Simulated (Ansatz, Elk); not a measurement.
## AlC: X-ray structure factors from the self-consistent density

Structure refinements treat a crystal as free atoms side by side. For a made-up structure of AlC (cell and positions from a PBE relaxation) the runs below show what the calculated density changes in F(hkl).

Main program and level: Elk 11.2.3 (patched build); DFT, PBE, all-electron APW+lo, Dirac cores, scalar-relativistic bands, static density, no spin.

The structure was built from a prototype and need not be the compound's stable phase.

### Step 1. The starting structure

Symmetry: F-43m, No. 216, cubic system. Conventional cell: a = 4.656 Å, b = 4.656 Å, c = 4.656 Å, α = 90.00°, β = 90.00°, γ = 90.00°. Nearest to Al lie 4 C at 2.02 Å. Nearest to C lie 4 Al at 2.02 Å. Farther neighbours are not listed.

### Step 2. Ground state and structure factors

An all-electron density is needed, since X-rays see the cores too. Task 0 finds the density and task 195 Fourier-transforms it; tshift is off so that phases refer to the origin typed.

Contents of elk.in:

```
tasks
  0
  195

xctype
  20

spinpol
  .false.

rgkmax
  7.0

gmaxvr
  14.0

lmaxo
  7

lmaxapw
  8

swidth
  0.002

tshift
  .false.

ramdisk
  .false.

hmaxvr
  5.5

maxscl
  120

epspot
  1e-06

sppath
  './'

avec
  0.00000000000 4.39930561209 4.39930561209
  4.39930561209 0.00000000000 4.39930561209
  4.39930561209 4.39930561209 -0.00000000000

atoms
  2
  'Al.in'
  1
  0.0000000000 -0.0000000000 -0.0000000000   0.000000 0.000000 0.000000
  'C.in'
  1
  0.7500000000 0.7500000000 0.7500000000   0.000000 0.000000 0.000000

ngridk
  8 8 8
```

The run is started by

```bash
$ OMP_NUM_THREADS=4 elk
```

Numbers of over 12 decimals in the logs are rounded to 6 here.

Log:

```text
┌─────────────────────────┐
│ Elk code version 11.2.3 │
└─────────────────────────┘

All units are atomic (Hartree, Bohr, etc.)

┌─────────────────────────────────────────────────┐
│ Ground-state run starting from atomic densities │
└─────────────────────────────────────────────────┘

Lattice vectors :
   0.000000000       4.399305612       4.399305612
   4.399305612       0.000000000       4.399305612
   4.399305612       4.399305612      -0.000000000

Reciprocal lattice vectors :
 -0.7141110281      0.7141110281      0.7141110281
  0.7141110281     -0.7141110281      0.7141110281
  0.7141110281      0.7141110281     -0.7141110281

Unit cell volume      :    170.2873526
Brillouin zone volume :    1.456656702

Muffin-tin inner radius fraction :   0.1000000000E-01

Nuclei treated as point charges

Species : 1 (Al)
 parameters loaded from : Al.in
 name : aluminium
 nuclear charge    :   -13.00000000
 electronic charge :    13.00000000
 atomic mass :    49184.33496
 muffin-tin radius :    2.067950730
 number of radial points in muffin-tin :    793
 inner part over the whole radius :   0.9818545570E-02
 number on inner part of muffin-tin    :    551
 approximate nuclear radius :   0.5839653600E-04
 number of mesh points to nuclear radius :    245
 atomic positions (lattice), magnetic fields (Cartesian) :
  1 :   0.00000000  0.00000000  0.00000000    0.00000000  0.00000000  0.00000000

Species : 2 (C)
 parameters loaded from : C.in
 name : carbon
 nuclear charge    :   -6.000000000
 electronic charge :    6.000000000
 atomic mass :    21894.16674
 muffin-tin radius :    1.691959689
 number of radial points in muffin-tin :    593
 inner part over the whole radius :   0.9865178972E-02
 number on inner part of muffin-tin    :    405
 approximate nuclear radius :   0.4747601631E-04
 number of mesh points to nuclear radius :    166
 atomic positions (lattice), magnetic fields (Cartesian) :
  1 :   0.75000000  0.75000000  0.75000000    0.00000000  0.00000000  0.00000000

Total number of atoms per unit cell :    2
Total muffin-tin volume :    57.33216423
 ratio of muffin-tin to unit cell volume :   0.3366789333

Spin treatment :
 spin-unpolarised

Number of Bravais lattice symmetries :   48
Number of crystal symmetries         :   24
Crystal has no inversion symmetry
Complex Hermitian eigensolver will be used

k-point grid :      8     8     8
k-point offset :    0.000000000       0.000000000       0.000000000
k-point set is reduced with full crystal symmetry group
Total number of k-points :       43

Muffin-tin radius times maximum |G+k| :    7.000000000
 using average radius
Maximum |G+k| for APW functions       :    3.723492966
Maximum (1/2)|G+k|²                   :    6.932199936
Maximum |G| for potential and density :    14.00000000
Constant for pseudocharge density :    7
 order of it for each species :   14  14
 order of it for pair densities of each species (exact exchange by exxq0 0: 15) :   12   7
Radial integration step length :    1

G-vector grid sizes :     28    28    28
Number of G-vectors :     7823

Maximum angular momentum used for
 APW functions            :    8
 outer part of muffin-tin :    7
 inner part of muffin-tin :    2

Total nuclear charge    :   -19.00000000
Total core charge       :    6.000000000
Total valence charge    :    13.00000000
Total excess charge     :    0.000000000
Total electronic charge :    19.00000000

Effective Wigner radius, rₛ :    1.288585958

Number of empty states         :      8
Total number of valence states :     15
Total number of core states    :      6

Third-order local-orbitals added for an l without core states : T
Total number of local-orbitals :     18

Exchange-correlation functional :     20     0     0
 Perdew-Burke-Ernzerhof, Phys. Rev. Lett. 77, 3865 (1996)
 gradient requirement :    1
 generalised gradient approximation (GGA)

Smearing type :    3
 Fermi-Dirac
Smearing width :   0.2000000000E-02
Effective electronic temperature (K) :    631.5500496

Mixing type :    3
[...]
xc potential                :     -32.776040570780
 exchange                    :     -23.436123656568
 correlation                 :    -0.696387
 electron entropic           :    -0.70725787277571E-03
 total energy                :     -281.12603440866

Density of states at Fermi energy :    53.58217935
 (states/Hartree/unit cell)

Estimated indirect band gap :   0.6562319807E-03
 from k-point 32 to k-point 12
Estimated direct band gap   :   0.1409991835E-01
 at k-point 30

Charges :
 core                        :    6.000000000
 valence                     :    13.00000000
 interstitial                :    2.695939932
 muffin-tins (core leakage)
  species : 1 (Al)
   atom 1                    :    10.99201561     (  0.9952095221E-03)
  species : 2 (C)
   atom 1                    :    5.312044454     (  0.9010307453E-05)
 total in muffin-tins        :    16.30406007
 total calculated charge     :    18.99891920
 total charge                :    19.00000000
 error                       :   0.1080801623E-02

RMS change in Kohn-Sham potential (target) :    2.425706901     (  0.1000000000E-05)
Absolute change in total energy (target)   :   0.3492920838E-01 (  0.1000000000E-03)

[... loops 3 to 13 left out ...]

┌──────────────────┐
│ Loop number : 14 │
└──────────────────┘

Energies :
 Fermi                       :     0.176677
 sum of occupied eigenvalues :     -148.94387899530
 electron kinetic            :      281.21243435390
 core electron kinetic       :      212.81266024493
 Coulomb                     :     -538.08309921913
 Coulomb potential           :     -399.19917581359
 nuclear-nuclear             :     -60.520843120394
 electron-nuclear            :     -557.41129611092
 Hartree                     :      79.849040012186
 Madelung                    :     -338.48351131233
 xc potential                :     -30.957137535609
 exchange                    :     -23.301640288513
 correlation                 :    -0.704939
 electron entropic           :    -0.56705256117154E-03
 total energy                :     -280.87781135726

Density of states at Fermi energy :    44.38253560
 (states/Hartree/unit cell)

Estimated indirect band gap :   0.1332047912E-02
 from k-point 32 to k-point 12
Estimated direct band gap   :   0.1804439973E-01
 at k-point 12

Charges :
 core                        :    6.000000000
 valence                     :    13.00000000
 interstitial                :    2.935493631
 muffin-tins (core leakage)
  species : 1 (Al)
   atom 1                    :    11.13594974     (  0.9568839416E-03)
  species : 2 (C)
   atom 1                    :    4.928556625     (  0.9347595966E-05)
 total in muffin-tins        :    16.06450637
 total calculated charge     :    18.99895233
 total charge                :    19.00000000
 error                       :   0.1047669791E-02

RMS change in Kohn-Sham potential (target) :   0.3895771810E-06 (  0.1000000000E-05)
Absolute change in total energy (target)   :   0.2314300292E-04 (  0.1000000000E-03)

Convergence targets achieved

┌──────────────────┐
│ Loop number : 15 │
└──────────────────┘

Energies :
 Fermi                       :     0.176677
 sum of occupied eigenvalues :     -148.94387729406
 electron kinetic            :      281.21243488265
 core electron kinetic       :      212.81266062286
 Coulomb                     :     -538.08309832765
 Coulomb potential           :     -399.19917540065
 nuclear-nuclear             :     -60.520843120394
 electron-nuclear            :     -557.41129475052
 Hartree                     :      79.849039543263
 Madelung                    :     -338.48351062733
 xc potential                :     -30.957136776055
 exchange                    :     -23.301640228955
 correlation                 :    -0.704939
 electron entropic           :    -0.56705260478614E-03
 total energy                :     -280.87780987503

Density of states at Fermi energy :    44.38253955
 (states/Hartree/unit cell)

Estimated indirect band gap :   0.1332047754E-02
 from k-point 32 to k-point 12
Estimated direct band gap   :   0.1804439924E-01
 at k-point 12

Charges :
 core                        :    6.000000000
 valence                     :    13.00000000
 interstitial                :    2.935493656
 muffin-tins (core leakage)
  species : 1 (Al)
   atom 1                    :    11.13594974     (  0.9568840057E-03)
  species : 2 (C)
   atom 1                    :    4.928556603     (  0.9347596647E-05)
 total in muffin-tins        :    16.06450634
 total calculated charge     :    18.99895233
 total charge                :    19.00000000
 error                       :   0.1047669891E-02

┌──────────────────────────────┐
│ Self-consistent loop stopped │
└──────────────────────────────┘

Warning : core states of species 1 leak from the muffin-tin :   0.9568840057E-03

Wrote STATE.OUT
```

It took 5.8 s on 4 threads of Arm Neoverse V1, shared host; peak memory 0.2 GiB; 16 s of CPU time.

SFACRHO.OUT:

```text

h k l indices transformed by vhmat matrix:
   1.000000000       0.000000000       0.000000000    
   0.000000000       1.000000000       0.000000000    
   0.000000000       0.000000000       1.000000000    

      h      k      l  multipl.   |H|            Re(F)            Im(F)           |F|

      0      0      0      1   0.0000000       19.000000      0.23950361E-16   19.000000    
     -1      0      0      4   1.2368766       9.3913321       4.1009456       10.247676    
      1      0      0      4   1.2368766       9.3913321      -4.1009456       10.247676    
      0     -1     -1      6   1.4282221       5.3565435     -0.12106156E-14   5.3565435    
     -1      1      0     12   2.0198110       10.286735     -0.29041898E-15   10.286735    
     -1      1     -1     12   2.3684383       7.2066219       2.0904793       7.5036993    
     -1     -2      0     12   2.3684383       7.2066219      -2.0904793       7.5036993    
      0      0     -2      4   2.4737532       5.0398650      0.13525489       5.0416796    
      0      2      0      4   2.4737532       5.0398650     -0.13525489       5.0416796    
      2      2      0      6   2.8564441       8.2634739     -0.14816715E-14   8.2634739    
     -2      1      0     12   3.1127378       6.0524080       1.7582528       6.3026261    
     -2     -2     -3     12   3.1127378       6.0524080      -1.7582528       6.3026261    
      1      2     -1     24   3.1936016       4.1755273      0.66596786E-15   4.1755273    
      3      1      0     12   3.4984153       7.0650923      0.12728943E-01   7.0651038    
     -1      0     -3     12   3.4984153       7.0650923     -0.12728943E-01   7.0651038    
     -1      2      2     12   3.7106297       5.1060237       1.5924783       5.3485947    
     -3     -3     -3      4   3.7106297       5.0924602       1.5965949       5.3368779    
      3      2      0     12   3.7106297       5.1060237      -1.5924783       5.3485947
```

Elk indexes on the primitive cell of elk.in and gives |H| = 4π sin θ/λ in inverse bohr. Below, one row stands for each form hkl of the conventional cell (m members, Friedel mates merged), F is for one primitive cell and the density is static (no thermal factor). Free-atom factors are Waasmaier and Kirfel's, and R is Σm||F|−|F'||/Σm|F|.

```
hkl   m  sin θ/λ (Å⁻¹)  abs F, DFT  neutral atoms   diff.  abs of complex diff.
111   8          0.186      10.248         10.109  +0.138                 0.345
200   6          0.215       5.356          5.577  -0.220                 0.220
220  12          0.304      10.287         10.298  -0.011                 0.011
311  24          0.356       7.504          7.557  -0.054                 0.065
222   8          0.372       5.042          5.010  +0.031                 0.139
400   6          0.430       8.264          8.293  -0.029                 0.029
331  24          0.468       6.303          6.277  +0.025                 0.026
420  24          0.480       4.176          4.179  -0.003                 0.003
422  24          0.526       7.065          7.063  +0.002                 0.013
511  24          0.558       5.349          5.350  -0.002                 0.002
333   8          0.558       5.337          5.350  -0.013                 0.016
440  12          0.608       6.173          6.175  -0.002                 0.002
531  48          0.635       4.644          4.648  -0.004                 0.004
442  24          0.644       2.836          2.834  +0.002                 0.003
```

### Step 3. The highest occupied states alone

An energy window below the Fermi level keeps the highest occupied states, to see at which angles they scatter; shallow core shells can lie inside it and anion s states outside. No new self-consistency is needed.

Edit elk.in of step 2 so:

```diff
@@ -1,3 +1,2 @@
 tasks
-  0
   195
@@ -40,2 +39,5 @@
 
+wsfac
+  -0.190820 0.476680
+
 sppath
```

The run is started by

```bash
$ OMP_NUM_THREADS=4 elk
```

Log:

```text
┌─────────────────────────────────┐
│ Elk code version 11.2.3 started │
└─────────────────────────────────┘

Info(readinput): the functional depends on the density's gradient
 muffin-tin radial points multiplied by    2.00000
 (not where nrmtscf is given)

┌────────────────────┐
│ Current task : 195 │
└────────────────────┘
Info(checkmt): changed muffin-tin radius of species 1 (Al) from   2.2000 to   2.0680
Info(checkmt): changed muffin-tin radius of species 2 (C) from   1.8000 to   1.6920

Info(sfacrho): density structure factors written to SFACRHO.OUT

 Energy window :  -0.1908200000      0.4766800000

┌──────────────────┐
│ Elk code stopped │
└──────────────────┘
```

It took 1.5 s on 4 threads; peak memory 0.2 GiB.

States within 10 eV below the Fermi level hold 6.34 electrons; any levels below the window count with the cores, and a count that is not whole means the window cuts a band. Their amplitudes can exceed the total, where window and core parts have opposite phase:

| hkl | sin θ/λ (Å⁻¹) | abs F, window | abs F, all |
| --- | --- | --- | --- |
| 111 | 0.186 | 1.965 | 10.248 |
| 200 | 0.215 | 1.402 | 5.356 |
| 220 | 0.304 | 0.487 | 10.287 |
| 311 | 0.356 | 0.253 | 7.504 |
| 222 | 0.372 | 0.252 | 5.042 |
| 400 | 0.430 | 0.091 | 8.264 |
| 331 | 0.468 | 0.081 | 6.303 |
| 420 | 0.480 | 0.022 | 4.176 |
| 422 | 0.526 | 0.057 | 7.065 |
| 511 | 0.558 | 0.063 | 5.349 |

(Continued in part 2 of 2.)

[Logs are printed without paths, hosts, clocks, repeated set-up lines and the standing remarks that a program may print on its own settings, such as how far it seeks lower states.]

[Hosts, paths, dates, database ids (printed as entryN), source tags and the programs' standing remarks are cut or masked in the printed files.]
